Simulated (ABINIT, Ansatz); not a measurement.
# A GW chain in ABINIT: CsPbI2Br (P4/mmm), part 3 of 3

How does a plane-wave GW calculation on CsPbI2Br (P4/mmm) run from the first input to the gap?

ABINIT 10.8.3; PBE and many-body steps on it, plane waves. Known limits of the many-body steps: not at the basis limit; no spin-orbit coupling; coarse k mesh.

So far. Step 3 (Bands along the symmetry lines): The gap is 1.485 eV, as in the run before at this level. Step 4 (Empty states on the mesh, 2×2×2 mesh, 235 bands): On this mesh the gap is 1.485 eV.

## (5) Screening, 2×2×2 mesh, 215 bands, screening to 98 eV

The RPA dielectric matrix is built and inverted for each q.

This step: RPA screening on PBE, plane waves, norm-conserving pseudopotentials.

Contents of run.abi:

```
acell 3*1.0 Angstrom
rprim 
  6.375296000000 0.000000000000 0.000000000000
  0.000000000000 6.375296000000 0.000000000000
  0.000000000000 0.000000000000 5.962220000000
ntypat 4
znucl 55 82 53 35
natom 5
typat 1 2 3 3 4
xred 
  0.500000000000 0.500000000000 0.500000000000
  0.000000000000 0.000000000000 0.000000000000
  0.000000000000 0.500000000000 0.000000000000
  0.500000000000 0.000000000000 0.000000000000
  0.000000000000 0.000000000000 0.500000000000
pp_dirpath "pseudos"
pseudos "Cs.upf, Pb.upf, I.upf, Br.upf"
ecut 34
ngkpt 2 2 2
nshiftk 1
shiftk 0 0 0
kptopt 1
chksymbreak 0
istwfk *1
occopt 1
irdwfk 1
optdriver 3
nband 215
ecuteps 3.6
inclvkb 2
awtr 1
symchi 1
indata_prefix "in"
outdata_prefix "out"
tmpdata_prefix "tmp"
```

Launch:

```
OMP_NUM_THREADS=1 mpirun -n 8 abinit run.abi > log
```

Numbers of over 12 decimals in the logs are rounded to 6 here.

What it wrote:

```text
.Version 10.8.3 of ABINIT. v10.8.2 released Aug 2026.

 Symmetries : space group P4/m m m (#123); Bravais tP (primitive tetrag.)
[... echo of the input left out ...]
== DATASET  1 ==================================================================
-   mpi_nproc: 8, omp_nthreads: 1 (-1 if OMP is not activated)

--- !DatasetInfo
iteration_state: {dtset: 1, }
dimensions: {natom: 5, nkpt: 6, mband: 215, nsppol: 1, nspinor: 1, nspden: 1, mpw: 15544, }
cutoff_energies: {ecut:  34.0, pawecutdg:  -1.0, }
electrons: {nelect:   9.80000000E+01, charge:   0.00000000E+00, occopt:   1.00000000E+00, tsmear:   1.00000000E-02, }

 SCREENING: Calculation of the susceptibility and dielectric matrices

 Based on a program developped by R.W. Godby, V. Olevano, G. Onida, and L. Reining.
 Incorporated in ABINIT by V. Olevano, G.-M. Rignanese, and M. Torrent.
.Using double precision arithmetic ; gwpc =  8

[... cell and pseudopotentials left out ...]
--------------------------------------------------------------------------------

 ==== K-mesh for the wavefunctions ====
 Number of points in the irreducible wedge :     6
[... list of points left out ...]
 Together with 16 symmetry operations and time-reversal symmetry
 yields     8 points in the full Brillouin Zone.

 ==== Q-mesh for the screening function ====
 Number of points in the irreducible wedge :     6
[... list of points left out ...]
 Together with 16 symmetry operations and time-reversal symmetry
 yields     8 points in the full Brillouin Zone.

 setmesh: FFT mesh size selected  =    45x   45x   40
          total number of points  =        81000

 vcoul_init : cutoff-mode = AUXILIARY_FUNCTION
 q-points for optical limit:   1
     1)      0.000010    0.000020    0.000030

- screening: taking advantage of time-reversal symmetry
- Maximum band index for partially occupied states nbvw = 49
- Remaining bands to be divided among processors   nbcw = 166
- Number of bands treated by each node ~20

 Number of electrons calculated from density =   98.0000; Expected =   98.0000
 average of density, n =  0.059927
 r_s =    1.5852
 omega_plasma =   23.6138 [eV]

 calculating chi0 at frequencies [eV] :
  1    0.000000E+00    0.000000E+00
  2    0.000000E+00    2.361381E+01

--------------------------------------------------------------------------------
  q-point number  1        q = ( 0.000000, 0.000000, 0.000000) [r.l.u.]
--------------------------------------------------------------------------------
[... chi0 elements left out ...]
 For q-point:  0.000010 0.000020 0.000030
  dielectric constant =   9.8305
  dielectric constant without local fields =  11.1866

  Average fulfillment of the sum rule on Im[epsilon] for q-point    1 :     52.43  [%]
[... wings left out ...]
  q-point number  2        q = ( 0.500000, 0.000000, 0.000000) [r.l.u.]
--------------------------------------------------------------------------------
[... chi0 elements left out ...]
  Average fulfillment of the sum rule on Im[epsilon] for q-point    2 :     57.78  [%]

 [... 4 further q-points ...]
```

Wall time 2.7 min (8 MPI ranks of Intel Xeon 6975P-C (Granite Rapids), shared host); peak memory 6.7 GiB; 21 min of CPU time.

Numbers from this step:

| Item | Value |
| --- | --- |
| ε∞ with local fields, on this mesh, along the program's q direction | 9.831 |
| the same without local fields | 11.19 |
| plasma frequency | 23.61 eV |
| plane waves in the screening matrix | 537 |

Local fields lower ε∞ by 12 %. On a Γ-centred mesh this coarse the value itself is usually too large, while a short band sum pulls it down.

## (6) Self-energy, 2×2×2 mesh, 215 bands, screening to 98 eV

The self-energy is evaluated for the states that the input lists, and the levels follow from it, in one-shot runs by the linearised quasiparticle equation.

This step: G0W0 on PBE, plane waves, norm-conserving pseudopotentials.

run.abi, as its differences from that of step 5:

```diff
@@ -26,8 +26,17 @@
 irdwfk 1
-optdriver 3
+optdriver 4
 nband 215
+gwcalctyp 0
+ecutsigx 34
+symsigma 1
+nkptgw 2
+kptgw 
+  0.5000000000 0.5000000000 0.5000000000
+  0.0000000000 0.0000000000 0.0000000000
+bdgw 
+  48 51
+  48 51
 ecuteps 3.6
-inclvkb 2
-awtr 1
-symchi 1
+irdscr 1
+ppmodel 1
 indata_prefix "in"
```

What it wrote:

```text
.Version 10.8.3 of ABINIT. v10.8.2 released Aug 2026.

 Symmetries : space group P4/m m m (#123); Bravais tP (primitive tetrag.)
[... echo of the input left out ...]
== DATASET  1 ==================================================================
-   mpi_nproc: 8, omp_nthreads: 1 (-1 if OMP is not activated)

--- !DatasetInfo
iteration_state: {dtset: 1, }
dimensions: {natom: 5, nkpt: 6, mband: 215, nsppol: 1, nspinor: 1, nspden: 1, mpw: 15544, }
cutoff_energies: {ecut:  34.0, pawecutdg:  -1.0, }
electrons: {nelect:   9.80000000E+01, charge:   0.00000000E+00, occopt:   1.00000000E+00, tsmear:   1.00000000E-02, }

 SIGMA: Calculation of the GW corrections

 Based on a program developped by R.W. Godby, V. Olevano, G. Onida, and L. Reining.
 Incorporated in ABINIT by V. Olevano, G.-M. Rignanese, and M. Torrent.
.Using double precision arithmetic ; gwpc =  8

[... cell and pseudopotentials left out ...]
--------------------------------------------------------------------------------

 ==== K-mesh for the wavefunctions ====
 Number of points in the irreducible wedge :     6
[... list of points left out ...]
 Together with 16 symmetry operations and time-reversal symmetry
 yields     8 points in the full Brillouin Zone.

 ==== Q-mesh for screening function ====
 Number of points in the irreducible wedge :     6
[... list of points left out ...]
 Together with 16 symmetry operations and time-reversal symmetry
 yields     8 points in the full Brillouin Zone.

 vcoul_init : cutoff-mode = AUXILIARY_FUNCTION
 q-points for optical limit:   1
     1)      0.000010    0.000020    0.000030
 setmesh: FFT mesh size selected  =    64x   64x   60
          total number of points  =       245760

 Number of electrons calculated from density =   98.0000; Expected =   98.0000
 average of density, n =  0.059927
 r_s =    1.5852
 omega_plasma =   23.6138 [eV]

 === KS Band Gaps ===
  >>>> For spin  1
   Minimum direct gap =   1.4850 [eV], located at k-point      :   0.5000  0.5000  0.5000
   Fundamental gap    =   1.4850 [eV], Top of valence bands at :   0.5000  0.5000  0.5000
                                       Bottom of conduction at :   0.5000  0.5000  0.5000
 SIGMA fundamental parameters:
 PLASMON POLE MODEL  1
 number of plane-waves for SigmaX                15485
 number of plane-waves for SigmaC and W            537
 number of plane-waves for wavefunctions         15485
 number of bands                                   215
 number of independent spin polarizations            1
 number of spinorial components                      1
 number of k-points in IBZ                           6
 number of q-points in IBZ                           6
 number of symmetry operations                      16
 number of k-points in BZ                            8
 number of q-points in BZ                            8
 number of frequencies for dSigma/dE                 9
 frequency step for dSigma/dE [eV]                0.25
 number of omega for Sigma on real axis              0
 max omega for Sigma on real axis  [eV]           0.00
 zcut for avoiding poles [eV]                     0.10

 EPSILON^-1 parameters (SCR file):
 dimension of the eps^-1 matrix on file            537
 dimension of the eps^-1 matrix used               537
 number of plane-waves for wavefunctions         15485
 number of bands                                   215
 number of q-points in IBZ                           6
 number of frequencies                               2
 number of real frequencies                          1
 number of imag frequencies                          1

 matrix elements of self-energy operator (all in [eV])

 Perturbative Calculation

--- !SelfEnergy_ee
iteration_state: {dtset: 1, }
kpoint     : [   0.500,    0.500,    0.500, ]
spin       : 1
KS_gap     :    1.485
QP_gap     :    2.536
Delta_QP_KS:    1.051
data: !SigmaeeData |
     Band     E0 <VxcDFT>   SigX SigC(E0)      Z dSigC/dE  Sig(E)    E-E0       E
       48   1.529 -13.323 -16.141   2.176   0.791  -0.265 -13.831  -0.509   1.021
       49   2.392 -14.634 -16.789   1.691   0.800  -0.251 -15.005  -0.371   2.022
       50   3.877 -10.437  -6.670  -2.929   0.812  -0.231  -9.757   0.680   4.558
       51   3.877 -10.437  -6.670  -2.929   0.812  -0.231  -9.757   0.680   4.558

--- !SelfEnergy_ee
iteration_state: {dtset: 1, }
kpoint     : [   0.000,    0.000,    0.000, ]
spin       : 1
KS_gap     :    4.435
QP_gap     :    5.247
Delta_QP_KS:    0.811
data: !SigmaeeData |
     Band     E0 <VxcDFT>   SigX SigC(E0)      Z dSigC/dE  Sig(E)    E-E0       E
       48   1.118 -13.026 -16.044   2.246   0.789  -0.268 -13.635  -0.609   0.509
       49   1.118 -13.026 -16.044   2.246   0.789  -0.268 -13.635  -0.609   0.509
       50   5.553  -6.170  -2.807  -3.121   0.839  -0.191  -5.968   0.202   5.756
       51   6.453  -6.173  -2.737  -3.054   0.838  -0.193  -5.853   0.320   6.773

== END DATASET(S) ==============================================================
================================================================================

 -outvars: echo values of variables after computation  --------
           etotal      0.0000000000E+00
            nband         215
             nkpt           6
          spgroup         123
 [... the other variables as echoed above ...]

 Calculation completed.
```

Wall time 19 s (8 MPI ranks); peak memory 3.9 GiB.

Numbers from this step:

* G0W0 gap on the points computed: 2.536 eV
* starting gap on the mesh: 1.485 eV
* k of the valence top: 0.5, 0.5, 0.5
* k of the conduction bottom: 0.5, 0.5, 0.5
* Z at the valence top: 0.8
* Z at the conduction bottom: 0.812
* least direct G0W0 gap on the computed points: 2.536 eV

The gap on the mesh goes from 1.48 eV to 2.54 eV, a correction of +1.05 eV.

Limits: finite bands, cutoff and mesh; no spin-orbit coupling; coarse k mesh. v1 is the top filled band, c1 the lowest empty one. The levels before and after the correction (eV, zero at the valence-band top of each column):

|  | conduction bottom | valence top |
| --- | --- | --- |
| Kohn-Sham | 1.48 | 0.00 |
| G0W0 | 2.54 | 0.00 |

|  | level | energy (eV) |
| --- | --- | --- |
| Kohn-Sham | (0.5 0.5 0.5) v2 | -0.863 |
| Kohn-Sham | (0.5 0.5 0.5) v1 | 0.000 |
| Kohn-Sham | (0.5 0.5 0.5) c1-c2 | 1.485 |
| G0W0 | (0.5 0.5 0.5) v2 | -1.001 |
| G0W0 | (0.5 0.5 0.5) v1 | 0.000 |
| G0W0 | (0.5 0.5 0.5) c1-c2 | 2.536 |

## (7) Where the time went

Times are wall times on 8 MPI ranks of Intel Xeon 6975P-C (Granite Rapids), shared host, good to a factor of about two.

| step | time | share | memory (GiB) |
| --- | --- | --- | --- |
| ground state | 2.6 min | 19 % | 1.3 |
| bands along the symmetry lines | 4.1 min | 30 % | 1.8 |
| empty states on the mesh | 3.8 min | 28 % | 1.1 |
| screening | 2.7 min | 20 % | 6.7 |
| self-energy | 19 s | 2 % | 3.9 |

## (8) Summary of results

* PBE gap: 1.48 eV, direct
* G0W0 gap on the mesh: 2.54 eV
* GW settings: 2×2×2 mesh, 215 bands, screening to 98 eV, Godby-Needs plasmon pole
* known limits: not at the basis limit; no spin-orbit coupling; coarse k mesh

In words: G0W0 moves the gap on the mesh from 1.48 eV to 2.54 eV (+1.05 eV), with Z of 0.80 and 0.81 at the edges. Local fields lower the RPA ε∞ on this mesh from 11.19 to 9.83; a Γ-centred mesh this coarse tends to raise both, most where the direct gap is narrow, while a short band sum lowers them. Only 2 of the mesh's irreducible points were corrected, so a valley elsewhere could overtake. Bands and cutoff are finite, so the gap is not at the basis limit. The miss can reach some tenths of an eV and take either sign; the mesh is an error of its own. In the G0W0 run levels were corrected at 2 k points alone, so a gap called «on the mesh» is the least over those, and an edge elsewhere would be missed. The 2×2×2 mesh is coarse for this cell, which bears on the long-range parts of exchange and screening. Where an edge is built on 6p states of lead, bismuth or thallium, scalar-relativistic gaps usually stand too wide, by a few tenths to over one eV. The many-body steps are scalar-relativistic: spin-orbit coupling is not in them.

[Paths, hosts, dates, memory and timing lines, banners, echoed tables and standing remarks are left out of the program output.]

[Logs are printed without paths, hosts, clocks, repeated set-up lines and the standing remarks that a program may print on its own settings, such as how far it seeks lower states.]

[Runs of the session that timed out or met a known fault of the program may be left out.]

[Hosts, paths, dates, database ids (printed as entryN), source tags and the programs' standing remarks are cut or masked in the printed files.]

[G0W0 gaps are taken among the corrected bands and points alone; a level outside them can change the order at an edge.]

[Where Ansatz stands beside ABINIT at settings called matched, ABINIT's density can come from a denser mesh and the files from another edition; pairs whose starting gaps differed by over 0.03 eV were left out, so agreement reads better than it is.]
